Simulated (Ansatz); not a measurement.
**CsHgBr3 (Pm-3m): a soft mode frozen in**

Wanted: the energy along a soft mode of CsHgBr3 (Pm-3m) and the structure at the end.

Method: DFT PBEsol, scalar-relativistic, plane waves, PAW; PAW set soft_1, in Ansatz 0.2.0.

This is a report of a sequence of runs, with most program output left out.

The database entry behind the starting cell is an old determination (1928), so it need not match the best structure at ambient conditions.

In doubt: the program warns that the response may not be converged on this k-mesh (step 8), which bears on dielectric and field responses.

### 1. Set-up

It takes space group Pm-3m (No. 221, cubic). The conventional cell has a = 5.533 Å, b = 5.533 Å, c = 5.533 Å, α = 90.00°, β = 90.00°, γ = 90.00°. Nearest to Cs lie 12 Br at 3.91 Å. Nearest to Hg lie 6 Br at 2.77 Å. Br has 2 Hg at 2.77 Å and 4 Cs at 3.91 Å nearest. Farther neighbours and most contacts between anions are not listed.

Structure file:

```cif
data_structure
_symmetry_space_group_name_H-M 'Pm-3m'
_symmetry_Int_Tables_number 221
_cell_length_a 5.5331
_cell_length_b 5.5331
_cell_length_c 5.5331
_cell_angle_alpha 90.000
_cell_angle_beta 90.000
_cell_angle_gamma 90.000
_cell_volume 169.40
loop_
_atom_site_label
_atom_site_type_symbol
_atom_site_symmetry_multiplicity
_atom_site_Wyckoff_symbol
_atom_site_fract_x
_atom_site_fract_y
_atom_site_fract_z
_atom_site_occupancy
Cs1 Cs 1 a 0.00000 0.00000 0.00000 1
Hg1 Hg 1 b 0.50000 0.50000 0.50000 1
Br1 Br 3 c 0.00000 0.50000 0.50000 1
```

### 2. Response at finite wavevector

The cell comes from relaxations at this level that are not shown. Stability and thermal properties need the whole zone. Linear response on a 2×2×2 q mesh gives force constants as far as a supercell of that size would.

Contents of input.yaml:

```yaml
crystal:
  lattice:
    - [5.5331454559, 0.0, 0.0]
    - [0.0, 5.5331454559, 0.0]
    - [0.0, 0.0, 5.5331454559]
  atoms:
    - { symbol: Cs, position: [0.0, 0.0, 0.0] }
    - { symbol: Hg, position: [0.5, 0.5, 0.5] }
    - { symbol: Br, position: [0.0, 0.5, 0.5] }
    - { symbol: Br, position: [0.5, 0.0, 0.5] }
    - { symbol: Br, position: [0.5, 0.5, 0.0] }
kpoints:
  mp_grid: { grid: [6, 6, 6] }
hamiltonian:
  xc: pbesol
  pseudopotentials: { kind: paw, azcp: { folder: soft_1 }, xc_functional: pbe }
scf:
  occupations: { method: methfessel_paxton, width: 0.2 }
output:
  eigenvalues: true
phonons:
  method: dfpt
  qmesh: [2, 2, 2]
  temperatures: { t_max: 1000, t_step: 50 }
  qpath:
    path:
      - [[0.0, 0.0, 0.0], [0.0, 0.5, 0.0], [0.5, 0.5, 0.0], [0.0, 0.0, 0.0], [0.5, 0.5, 0.5], [0.0, 0.5, 0.0]]
      - [[0.5, 0.5, 0.5], [0.5, 0.5, 0.0]]
    npoints: 10
```

Launch:

```console
$ ansatz run input.yaml --threads 4 --pin off --max-ram 10240MiB --backend cpu --events-out ev --progress --plain --runs-dir out
```

Run time: 2.9 min. Hardware: 4 threads of Arm Neoverse V2, shared host; peak memory 1.2 GiB; 11 min of CPU time.

This step gave:

```yaml
volume_per_atom: 33.88 Å³
gap_on_the_k_mesh: 0 eV
sum_rule_residual_before_enforcement: 4.51e-5 eV/Å²
lowest_frequency_on_the_path: -85.00 cm⁻¹
point_group: m-3m
highest_frequency_on_the_path_or_at_a_solved_wavevector: 170 cm⁻¹
highest_optical_mode_at_the_zone_centre_no_lo_to_term: 147.9 cm⁻¹
lowest_optical_zone_centre_mode: 28.25 cm⁻¹
lowest_mode_on_the_q_mesh_acoustic_modes_at_gamma_apart: -85 cm⁻¹
```

Frequencies (cm⁻¹) solved at each irreducible wavevector; negative means imaginary. Frequencies by wavevector, by row:

```csv
q in reciprocal lattice units,star,mode 1,mode 2,mode 3,mode 4,mode 13,mode 14,mode 15
0 0 0,1,0,0,0,28.2,147.9,147.9,147.9
0 0 -0.5,3,24.8,24.8,27.5,27.5,126.5,148.8,148.8
0 -0.5 -0.5,3,-81.4,-7.6,30.9,31.2,90,149.9,151.3
-0.5 -0.5 -0.5,1,-85,-85,-11.4,-11.4,90.7,90.7,165.4
```

Interpolated from a 2×2×2 q mesh. Phonon branches along the path, in cm⁻¹:

```
    point  branch 1  branch 2  branch 3  branch 4  branch 12  branch 13  branch 14  branch 15
        Γ         0         0         0        28         41        148        148        148
  halfway        16        16        29        29         62        139        148        148
        X        25        25        28        28         89        126        149        149
  halfway       -30        20        28        29         87         89        149        155
        M       -81        -8        31        31         90         90        150        151
  halfway       -17        22        30        31         66        112        149        156
        Γ         0         0         0        28         41        148        148        148
  halfway       -12       -12        26        33         69        110        110        169
        R       -85       -85       -11       -11         91         91         91        165
  halfway       -42        14        18        25         81         90        108        169
        X        25        25        28        28         89        126        149        149
jump to R       -85       -85       -11       -11         91         91         91        165
  halfway       -83       -10        19        22         90         90         94        168
        M       -81        -8        31        31         90         90        150        151
```

Symmetry leaves 4 wavevectors to solve. The lowest mode among them, the acoustic zeros apart, lies at q = (-0.5, -0.5, -0.5) and is imaginary, 85.0i cm⁻¹, so the energy falls along it.

### 3. The mode frozen in, largest atomic shift 0 Å

The mode followed lies at q = (-0.5, -0.5, -0.5) with frequency 85.0i cm⁻¹ and is 2-fold degenerate, the softest among the wavevectors solved. At small amplitude the distorted cell has space group no. 139 by a symmetry search on the positions. The undistorted cell that holds it gives the zero of energy on the same k mesh.

System of this step: CsHgBr3. The structure is cubic, space group Pm-3m (No. 221). Conventional cell: a = 5.533 Å, b = 5.533 Å, c = 5.533 Å, α = 90.00°, β = 90.00°, γ = 90.00°. Nearest to Cs lie 12 Br at 3.91 Å. Nearest to Hg lie 6 Br at 2.77 Å. Nearest to Br lie 2 Hg at 2.77 Å and 4 Cs at 3.91 Å. Farther neighbours and most contacts between anions are not listed.

input.yaml, the sections that differ from step 2:

```yaml
crystal:
  lattice:
    - [5.5331454559, 5.5331454559, 0.0]
    - [5.5331454559, 0.0, 5.5331454559]
    - [5.5331454559, 0.0, -5.5331454559]
  atoms:
    - { symbol: Cs, position: [0.0, 0.5, 0.5] }
    - { symbol: Cs, position: [0.0, 0.0, 1.0] }
    - { symbol: Hg, position: [0.5, 0.25, 0.75] }
    - { symbol: Hg, position: [0.5, 0.75, 0.25] }
    - { symbol: Br, position: [0.5, 0.0, 0.5] }
    - { symbol: Br, position: [0.5, 0.5, 0.0] }
    - { symbol: Br, position: [0.0, 0.5, 0.0] }
    - { symbol: Br, position: [0.0, 0.0, 0.5] }
    - { symbol: Br, position: [0.5, 0.0, 1.0] }
    - { symbol: Br, position: [0.5, 0.5, 0.5] }
output:
  forces: true
  stress: true
  eigenvalues: true
# kpoints, hamiltonian, scf: as in step 2
# phonons: removed
```

It took 5.2 s on 4 threads; peak memory 0.93 GiB; 20 s of CPU time.

This step gave:

| Quantity | Value |
| --- | --- |
| pressure | -0.01035 GPa |
| energy from the undistorted cell | 0 meV/atom |

The run ends at a pressure of -0.01 GPa.

### 4. The mode frozen in, largest atomic shift 0.14 Å

The atoms are moved along the unstable eigenvector, the largest shift by 0.14 Å, with the cell fixed.

input.yaml, the sections that differ from step 3:

```yaml
crystal:
  lattice:
    - [5.5331454559, 5.5331454559, 0.0]
    - [5.5331454559, 0.0, 5.5331454559]
    - [5.5331454559, 0.0, -5.5331454559]
  atoms:
    - { symbol: Cs, position: [0.0, 0.5, 0.5] }
    - { symbol: Cs, position: [0.0, 0.0, 1.0] }
    - { symbol: Hg, position: [0.5, 0.25, 0.75] }
    - { symbol: Hg, position: [0.5, 0.75, 0.25] }
    - { symbol: Br, position: [0.5, -0.006325516, 0.493674484] }
    - { symbol: Br, position: [0.5, 0.506325516, 0.006325516] }
    - { symbol: Br, position: [0.0253020639, 0.487348968, -0.012651032] }
    - { symbol: Br, position: [-0.0253020639, 0.012651032, 0.512651032] }
    - { symbol: Br, position: [0.5, -0.006325516, 1.006325516] }
    - { symbol: Br, position: [0.5, 0.506325516, 0.493674484] }
# kpoints, hamiltonian, scf, output: as in step 3
```

Wall time 11 s (4 threads); peak memory 1.1 GiB; 43 s of CPU time.

This step gave:

* pressure: 0.3252 GPa
* gap on the k-mesh: 0.09668 eV
* energy from the undistorted cell: -3.158 meV/atom

The energy, extrapolated to zero smearing, is -3.16 meV/atom against the undistorted cell.

The run ends at a pressure of 0.33 GPa, with forces up to 0.091 eV/Å.

### 5. Energy along the mode, all amplitudes (two of the runs are shown above)

An imaginary frequency means negative curvature, so the energy should fall and then rise again as anharmonic terms take over.

This step gave:

- depth at the lowest point sampled: 3.158 meV/atom
- largest atomic shift at that point: 0.14 Å

Table of energy from the parent by largest atomic shift:

| largest atomic shift (Å) | energy from the parent (meV/atom) |
| --- | --- |
| 0.000 | 0 |
| 0.040 | -0.359 |
| 0.080 | -1.35 |
| 0.140 | -3.16 |
| 0.220 | -2.67 |
| 0.320 | 10.5 |

Displacement at unit largest shift by atom:

```
atom  x (Å)  y (Å)  z (Å)  size
 Cs1   0.00   0.00   0.00  0.00
 Cs2   0.00   0.00   0.00  0.00
 Hg3   0.00   0.00   0.00  0.00
 Hg4   0.00   0.00   0.00  0.00
 Br5  -0.50   0.00   0.00  0.50
 Br6   0.50   0.00   0.00  0.50
 Br7   0.00   1.00   0.00  1.00
 Br8   0.00  -1.00   0.00  1.00
 Br9   0.00   0.00  -0.50  0.50
Br10   0.00   0.00   0.50  0.50
```

The lowest of the steps tried is at 0.14 Å, 3.16 meV/atom below the parent; the bottom of the well need not coincide with a step.

### 6. Relaxing from the distorted cell

Starting from the lowest point found, all atoms and the cell are let go, so that strain and other modes of the same symmetry can join in.

Edit input.yaml of step 4 so:

```diff
@@ -27 +27,6 @@
   eigenvalues: true
+relax:
+  adjacent_minimum: "off"
+  f_tol: 0.002
+  max_steps: 120
+  cell: { stress_tol: 0.03 }
```

The job ended after 72 s (4 threads; peak memory 1.1 GiB; 4.7 min of CPU time).

The steps of the relaxation:

```csv
step,energy less that of the first step (eV),largest force component (eV/Å),pressure (GPa),volume (Å³)
1,0.0000,0.0907,0.33,338.80
2,-0.0083,0.0922,0.10,342.14
3,-0.0110,0.1197,0.15,350.73
4,-0.0204,0.0302,-0.04,347.51
5,-0.0208,0.0199,-0.02,347.91
6,-0.0208,0.0148,0.01,347.92
7,-0.0209,0.0002,0.00,347.79
8*,-0.0215,0.0002,0.00,347.79
```

Relaxation steps marked * repeat the geometry before them on a plane-wave basis chosen anew for their cell, so energy and pressure can jump there.

Forces are held to the 16 operations that the run works with; a distortion that breaks them can't arise in this run.

| conventional cell, symmetrised | before | after | change |
| --- | --- | --- | --- |
| a (Å) | 7.825 | 7.924 | +1.3 % |
| b (Å) | 7.825 | 7.924 | +1.3 % |
| c (Å) | 11.066 | 11.079 | +0.1 % |
| volume (Å³/atom) | 33.88 | 34.78 | +2.7 % |

The atoms that moved most (Å, as changes of fractional coordinates times the final cell):

```csv
atom,dx,dy,dz,length
Br7,0.000,0.070,0.000,0.070
Br8,0.000,-0.070,0.000,0.070
Br5,-0.039,0.000,0.000,0.039
Br9,0.000,0.000,-0.039,0.039
Br6,0.039,0.000,0.000,0.039
Br10,0.000,0.000,0.039,0.039
```

This step gave:

```yaml
pressure: -0.001594 GPa
volume_per_atom: 34.78 Å³
gap_on_the_k_mesh: 0.3848 eV
```

The distorted start has space group I4/mmm; the relaxation ends in I4/mmm.

### 7. The new phase in its own primitive cell

The relaxed structure is symmetrised, reduced to its primitive cell and relaxed tightly, as its phonons need.

Contents of input.yaml:

```yaml
crystal:
  lattice:
    - [-3.9617813314, 3.9617813314, 5.5395947641]
    - [3.9617813314, -3.9617813314, 5.5395947641]
    - [3.9617813314, 3.9617813314, -5.5395947641]
  atoms:
    - { symbol: Cs, position: [0.25, 0.75, 0.5] }
    - { symbol: Cs, position: [0.75, 0.25, 0.5] }
    - { symbol: Hg, position: [0.5, 0.5, 0.0] }
    - { symbol: Hg, position: [0.0, 0.0, 0.0] }
    - { symbol: Br, position: [0.2401573311, 0.7598426689, 0.0] }
    - { symbol: Br, position: [0.7598426689, 0.2401573311, 0.0] }
    - { symbol: Br, position: [0.7310383209, 0.7310383209, 0.0] }
    - { symbol: Br, position: [0.2689616791, 0.2689616791, 0.0] }
    - { symbol: Br, position: [0.7598426689, 0.7598426689, 0.5196853377] }
    - { symbol: Br, position: [0.2401573311, 0.2401573311, 0.4803146623] }
kpoints:
  mp_grid: { grid: [6, 6, 6] }
hamiltonian:
  xc: pbesol
  pseudopotentials: { kind: paw, azcp: { folder: soft_1 }, xc_functional: pbe }
scf:
  occupations: { method: fixed }
output:
  forces: true
  stress: true
  eigenvalues: true
relax:
  adjacent_minimum: "off"
  f_tol: 0.001
  max_steps: 60
  cell: { stress_tol: 0.01 }
```

Run time: 31 s. Hardware: 4 threads; peak memory 1.1 GiB.

Little changed from the start: no atom moved by 0.005 Å and no cell edge by 0.1 %.

Numbers from this step:

| Item | Value |
| --- | --- |
| pressure | 8.02e-5 GPa |
| gap on the k-mesh | 0.3843 eV |
| direct gap on mesh | 0.3999 eV |

The largest force component left is 0.35 meV/Å and the pressure is 0.000 GPa, within the tolerances set. The cell now holds 34.78 Å³/atom.

### 8. Modes of the new phase, occupations fixed

A relaxed structure may still be a saddle point, so its zone-centre modes are computed. The response to a homogeneous field gives the Born charges and the dielectric tensor.

Contents of input.yaml:

```yaml
crystal:
  lattice:
    - [-3.9619622452, 3.9619622452, 5.5392973799]
    - [3.9619622452, -3.9619622452, 5.5392973799]
    - [3.9619622452, 3.9619622452, -5.5392973799]
  atoms:
    - { symbol: Cs, position: [0.25, 0.75, 0.5] }
    - { symbol: Cs, position: [0.75, 0.25, 0.5] }
    - { symbol: Hg, position: [0.5, 0.5, 0.0] }
    - { symbol: Hg, position: [0.0, 0.0, 0.0] }
    - { symbol: Br, position: [0.240157677, 0.759842323, 0.0] }
    - { symbol: Br, position: [0.759842323, 0.240157677, 0.0] }
    - { symbol: Br, position: [0.7310730973, 0.7310730973, 0.0] }
    - { symbol: Br, position: [0.2689269027, 0.2689269027, 0.0] }
    - { symbol: Br, position: [0.759842323, 0.759842323, 0.5196846459] }
    - { symbol: Br, position: [0.240157677, 0.240157677, 0.4803153541] }
kpoints:
  mp_grid: { grid: [6, 6, 6] }
hamiltonian:
  xc: pbesol
  pseudopotentials: { kind: paw, azcp: { folder: soft_1 }, xc_functional: pbe }
scf:
  occupations: { method: fixed }
output:
  eigenvalues: true
phonons:
  method: dfpt
  dielectric: true
  rigid_motions: translations
```

It took 21 min on 4 threads; peak memory 8.1 GiB; 84 min of CPU time.

This step gave:

```yaml
sum_rule_residual_before_enforcement: 7.50e-5 eV/Å²
miss_of_the_charge_sum_rule: 0.03290 e
estimated_error_of_the_dielectric_tensor: 0.05461
estimated_error_of_the_born_charges: 0.04757 e
point_group: 4/mmm
highest_optical_mode_at_the_zone_centre_no_lo_to_term: 198.7 cm⁻¹
lowest_optical_zone_centre_mode: -14.05 cm⁻¹
mean_high_frequency_dielectric_constant: 6.030
largest_born_charge_third_of_the_trace: 2.919 e
top_of_the_zone_centre_spectrum_with_the_field: 208.0 cm⁻¹
```

Patterns of degenerate modes are one choice out of their space. The modes at Γ (shares of kinetic energy by element, %) (negative means imaginary):

| mode | frequency (cm⁻¹) | symmetry | Cs % | Hg % | Br % |
| --- | --- | --- | --- | --- | --- |
| 1 | -14.1 | A2g | 0 | 0 | 100 |
| 2 | -13.4 | Eg | 0 | 0 | 100 |
| 3 | -13.4 | Eg | 0 | 0 | 100 |
| 4 | 0.0 | acoustic | 23 | 35 | 42 |
| 5 | 0.0 | acoustic | 23 | 35 | 42 |
| 6 | 0.0 | acoustic | 23 | 35 | 42 |
| 7 | 16.1 | B2g | 0 | 0 | 100 |
| 8 | 26.8 | Eu | 41 | 47 | 12 |
| 9 | 26.8 | Eu | 41 | 47 | 12 |
| 10 | 28.9 | A2u | 71 | 24 | 6 |
| 11 | 30.9 | B1u | 0 | 0 | 100 |
| 12 | 31.0 | B1g | 100 | 0 | 0 |
| 13 | 31.1 | Eg | 100 | 0 | 0 |
| 14 | 31.1 | Eg | 100 | 0 | 0 |
| 15 | 35.8 | Eu | 36 | 8 | 56 |
| 16 | 35.8 | Eu | 36 | 8 | 56 |
| 17 | 42.1 | Eu | 0 | 1 | 99 |
| 18 | 42.1 | Eu | 0 | 1 | 99 |
| 19 | 42.9 | A2u | 6 | 32 | 62 |
| 20 | 55.1 | Eg | 0 | 0 | 100 |
| 21 | 55.1 | Eg | 0 | 0 | 100 |
| 22 | 65.6 | B1g | 0 | 0 | 100 |
| 23 | 73.2 | A2u | 0 | 73 | 27 |
| 24 | 79.8 | Eu | 0 | 84 | 16 |
| 25 | 79.8 | Eu | 0 | 84 | 16 |
| 26 | 109.9 | A1g | 0 | 0 | 100 |
| 27 | 155.6 | Eu | 0 | 24 | 76 |
| 28 | 155.6 | Eu | 0 | 24 | 76 |
| 29 | 173.2 | A1g | 0 | 0 | 100 |
| 30 | 198.7 | A2u | 0 | 36 | 64 |

Displacements in mode 1 (-14.1 cm⁻¹), the largest set to 1:
```
Cs1  0.00  0.00  0.00
Cs2  0.00  0.00  0.00
Hg3  0.00  0.00  0.00
Hg4  0.00  0.00  0.00
Br5  1.00  1.00  0.00
Br6 -1.00 -1.00  0.00
Br7  0.00  0.00  0.00
Br8  0.00  0.00  0.00
Br9 -1.00  1.00  0.00
Br10 1.00 -1.00  0.00
```

Displacements in mode 9 (26.8 cm⁻¹), the largest set to 1:
```
Cs1  0.02 -0.97  0.00
Cs2  0.02 -0.97  0.00
Hg3 -0.02  1.00  0.00
Hg4 -0.02  0.67  0.00
Br5 -0.37 -0.02  0.00
Br6 -0.37 -0.02  0.00
Br7  0.01 -0.42  0.00
Br8  0.01 -0.42  0.00
Br9  0.38 -0.04  0.00
Br10 0.38 -0.04  0.00
```

High-frequency dielectric tensor, which the program warns is not settled by the k meshes in reach. Tensor:

```csv
,x,y,z
x,6.313,0,0
y,0,6.313,0
z,0,0,5.464
```

Optical modes at the zone centre, without and with the macroscopic field of the longitudinal modes; each column is sorted by frequency, so a row need not hold one and the same mode. Modes with and without the field, by row:

```csv
rank among optical modes,no field (cm⁻¹),"q along (1, 0, 0) (cm⁻¹)","q along (0, 0, 1) (cm⁻¹)"
1,-14.1,-14.1,-14.1
2,-13.4,-13.4,-13.4
3,-13.4,-13.4,-13.4
4,16.1,16.1,16.1
5,26.8,26.8,26.8
6,26.8,27.2,26.8
7,28.9,28.9,30.4
8,30.9,30.9,30.9
9,31,31,31
10,31.1,31.1,31.1
11,31.1,31.1,31.1
12,35.8,35.8,35.8
13,35.8,42.1,35.8
14,42.1,42.1,42.1
15,42.1,42.9,42.1
16,42.9,55.1,55.1
17,55.1,55.1,55.1
18,55.1,62.6,63.7
19,65.6,65.6,65.6
20,73.2,73.2,75.2
21,79.8,79.8,79.8
22,79.8,80.8,79.8
23,109.9,109.9,109.9
24,155.6,155.6,155.6
25,155.6,170.4,155.6
26,173.2,173.2,173.2
27,198.7,198.7,208
```

Born charge (rows field, columns displacement) (e), principal values of the symmetric part by kind of site:

```
atom  atoms with these values    low  middle   high   mean
 Cs1                        2   1.36    1.36   1.39   1.37
 Hg3                        1   2.73    3.01   3.01   2.92
 Hg4                        1   2.29    3.18   3.18   2.88
 Br5                        4  -2.65   -0.94  -0.88  -1.49
 Br7                        2  -2.15   -0.86  -0.86  -1.29
```

In full for Cs1:

```
1.36 0.00 0.00
0.00 1.36 0.00
0.00 0.00 1.39
```

Transverse modes; imaginary modes are left out. Lines of the infrared spectrum (strongest = 100):

| position (cm⁻¹) | lines merged | relative intensity |
| --- | --- | --- |
| 16 | 1 | 0.0 |
| 27 | 1 | 3.8 |
| 29 | 1 | 3.5 |
| 31 | 3 | 0.0 |
| 36 | 1 | 74 |
| 42 | 1 | 0.3 |
| 43 | 1 | 25 |
| 55 | 1 | 0.0 |
| 66 | 1 | 0.0 |
| 73 | 1 | 1.2 |
| 80 | 1 | 2.4 |
| 110 | 1 | 0.0 |
| 156 | 1 | 100 |
| 173 | 1 | 0.0 |
| 199 | 1 | 36 |

Before it was imposed, the acoustic sum rule was missed by 7.5e-5 eV/Å² and the charge sum rule by 0.033 e. The charge miss is large and points to the mesh or the basis. The lowest optical mode is imaginary, 14.1i cm⁻¹, so the energy falls along it.

### 9. Summary of results

| Item | Value |
| --- | --- |
| unstable mode of the parent | q = (-0.5, -0.5, -0.5), 85i cm⁻¹ |
| depth at the lowest point sampled | 3.16 meV/atom |
| largest atomic shift at that point | 0.14 Å |
| space group reached (within 0.01 Å) | I4/mmm |
| energy gained over the parent (first relaxation, on the mesh of the frozen mode) | 5.37 meV/atom |
| volume per atom, phase reached | 34.8 Å³ |
| gap on the k-mesh, phase reached | 0.384 eV |
| lowest optical zone-centre mode, phase reached | -14.1 cm⁻¹ |
| highest optical mode at the zone centre (no LO-TO term), phase reached | 199 cm⁻¹ |

Along this mode the structure falls into I4/mmm, 5.37 meV/atom below the parent. At the parent's cell the well is 3.158 meV/atom deep on the steps tried, with its lowest point at a shift of 0.14 Å. Relaxing atoms and cell changes the gain by +2.21 meV/atom against the lowest step (energies at zero smearing). The new phase still has an imaginary mode at the zone centre of its cell, so it is a saddle point on the way to a lower structure. Of the 4 patterns followed to their end from this parent, this one ends 0.882 meV/atom above the lowest, P4/mbm. Another end point lies within 1 meV/atom; how such a difference moves with mesh and cutoff was not tested. Each path keeps the symmetry of its pattern, so a lower phase may lie along a pattern not tried. With no gap, or one that is small against the smearing, the frequencies hang on the k mesh and the smearing, most of all near Kohn anomalies. In at least one run the field response is not settled by the k meshes in reach, so its dielectric tensor, Born charges and longitudinal modes are rough. Spin-orbit coupling is left out, which can matter for the heavy elements here. The PAW files were made for PBE and serve the other functionals too.

[Logs are printed without paths, hosts, clocks, repeated set-up lines and the standing remarks that a program may print on its own settings, such as how far it seeks lower states.]

[Hosts, paths, dates, database ids (printed as entryN), source tags and the programs' standing remarks are cut or masked in the printed files.]
